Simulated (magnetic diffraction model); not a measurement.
## Solving a magnetic structure from powder neutron data: Cu2Sb2S7

Space group C2/c (no. 15), a = 8.7630 Å, b = 10.1700 Å, c = 11.9380 Å, β = 110.64°.

```
site  atom       x       y       z
  8f    Sb  0.2023  0.9895  0.7065
  8f    Cu  0.4691  0.8101  0.5071
  4e     S     1/2  0.4251     3/4
  8f     S  0.8339  0.1643  0.8797
  8f     S  0.2266  0.8320  0.6074
  8f     S  0.6048  0.0001  0.6340
```

This is a made-up structure (elements placed in a structure type, unrelaxed), so the numbers test the method and describe no known phase.

Only Cu is taken to order (form factors of Cu2+); orders and moment sizes are assumed, and not adapted to the symmetry. Radiation: neutrons of λ = 1.8 Å, 3° to 35°; isotropic B of 0.2 Å² (Sb), 0.23 Å² (Cu) and 0.26 Å² (S). Simulated constant-wavelength pattern: nuclear and magnetic terms add, the magnetic one as |2.695 fm × Σ f S⊥ exp(2πi Q·r) exp(−B s²)|², summed over all Q at one angle with the factor 1/(sin²θ cos θ). For a modulated order the moment at position r is S exp(−2πi k·r) + c.c., with S = m/2 for a sine wave of amplitude m and S = m(u + iv)/2 for moments turning in a plane, u and v being orthogonal unit vectors in it; the phase factor of the sum at Q = H + k is then exp(2πi H·r). Free-ion form factors, Sears's scattering lengths of 1992, no absorption; a label names one of the reflections at its angle. The strongest nuclear line in the range is 100, and lines under 0.2 are left out.

Above the ordering temperature:

```tsv
2θ (°)	index	I
16.21	(1 1 0)	2.6
16.32	(1 1 -1)	7.6
18.54	(0 0 2)	2.8
20.39	(0 2 0)	0.3
20.80	(1 1 1)	3.2
21.05	(1 1 -2)	2.2
22.43	(0 2 1)	3.5
25.63	(2 0 -2)	100.0
27.70	(0 2 2)	92.1
27.95	(1 1 2)	49.7
28.26	(1 1 -3)	8.5
31.47	(2 2 -1)	4.9
32.76	(2 2 0)	17.9
32.97	(2 2 -2)	0.6
33.39	(1 3 0)	9.7
33.44	(1 3 -1)	2.4
```

Below it (cell unchanged):

```csv
2θ (°),I
8.33,0.5
10.15,0.3
16.07,0.2
16.21,2.6
16.32,7.6
18.54,2.8
20.39,0.3
20.80,3.2
21.05,2.2
22.06,0.5
22.43,3.5
22.82,0.4
23.71,0.3
23.74,0.3
25.63,100.0
27.70,92.1
27.95,49.7
28.26,8.5
29.47,0.2
31.47,4.9
32.76,17.9
32.97,0.6
33.32,0.3
33.39,9.7
33.44,2.4
33.59,0.3
```

**Question.** Find the propagation vector, then choose among these models:
A. a sine wave with moments along [001] (amplitudes given), 0.83 μB on Cu; signs + at (0.4691, 0.8101, 0.5071), − at (0.5309, 0.8101, 0.9929), + at (0.5309, 0.1899, 0.4929), − at (0.4691, 0.1899, 0.0071)
B. a sine wave with moments along [010] (amplitudes given), 0.83 μB on Cu; signs + at (0.4691, 0.8101, 0.5071), − at (0.5309, 0.8101, 0.9929), + at (0.5309, 0.1899, 0.4929), − at (0.4691, 0.1899, 0.0071)
C. moments turning in the plane of [010] and [001], 0.83 μB on Cu; signs + at (0.4691, 0.8101, 0.5071), − at (0.5309, 0.8101, 0.9929), + at (0.5309, 0.1899, 0.4929), − at (0.4691, 0.1899, 0.0071)
D. moments turning in the plane of [100] and [010], 0.83 μB on Cu; signs + at (0.4691, 0.8101, 0.5071), − at (0.5309, 0.8101, 0.9929), + at (0.5309, 0.1899, 0.4929), − at (0.4691, 0.1899, 0.0071)

The new lines index as (0 0 0.902) at 8.33°, (0 0 1.098) at 10.15°, (0 2 0.902) at 22.06° and (0 2 1.098) at 22.82°, that is as H ± k with k = (0 0 0.098). Satellites come in pairs about each point of the reciprocal lattice.

Magnetic intensity, observed (below minus above) and for each model:

| 2θ (°) | index | observed | A | B | C | D |
| --- | --- | --- | --- | --- | --- | --- |
| 8.33 | (0 0 0.902) | 0.5 | 0.5 | 4.2 | 4.8 | 8.5 |
| 10.15 | (0 0 1.098) | 0.3 | 0.3 | 2.8 | 3.2 | 5.6 |
| 22.06 | (0 2 0.902) | 0.5 | 0.5 | <0.2 | 0.6 | 0.7 |
| 22.82 | (0 2 1.098) | 0.4 | 0.4 | <0.2 | 0.5 | 0.6 |
| 23.71 | (2 0 -0.902) | 0.3 | 0.3 | 0.4 | 0.7 | 0.4 |
| 23.74 | (2 0 -1.098) | 0.3 | 0.3 | 0.4 | 0.7 | 0.4 |
| 27.04 | (0 0 2.902) | <0.2 | <0.2 | 0.3 | 0.4 | 0.7 |
| 28.91 | (0 0 3.098) | <0.2 | <0.2 | 0.3 | 0.3 | 0.6 |

Model A matches.

The structure used: k = (0 0 0.098), a sine wave with moments along [001] (amplitudes given), 0.83 μB on Cu; signs + at (0.4691, 0.8101, 0.5071), − at (0.5309, 0.8101, 0.9929), + at (0.5309, 0.1899, 0.4929), − at (0.4691, 0.1899, 0.0071).

[Logs are printed without paths, hosts, clocks, repeated set-up lines and the standing remarks that a program may print on its own settings, such as how far it seeks lower states.]
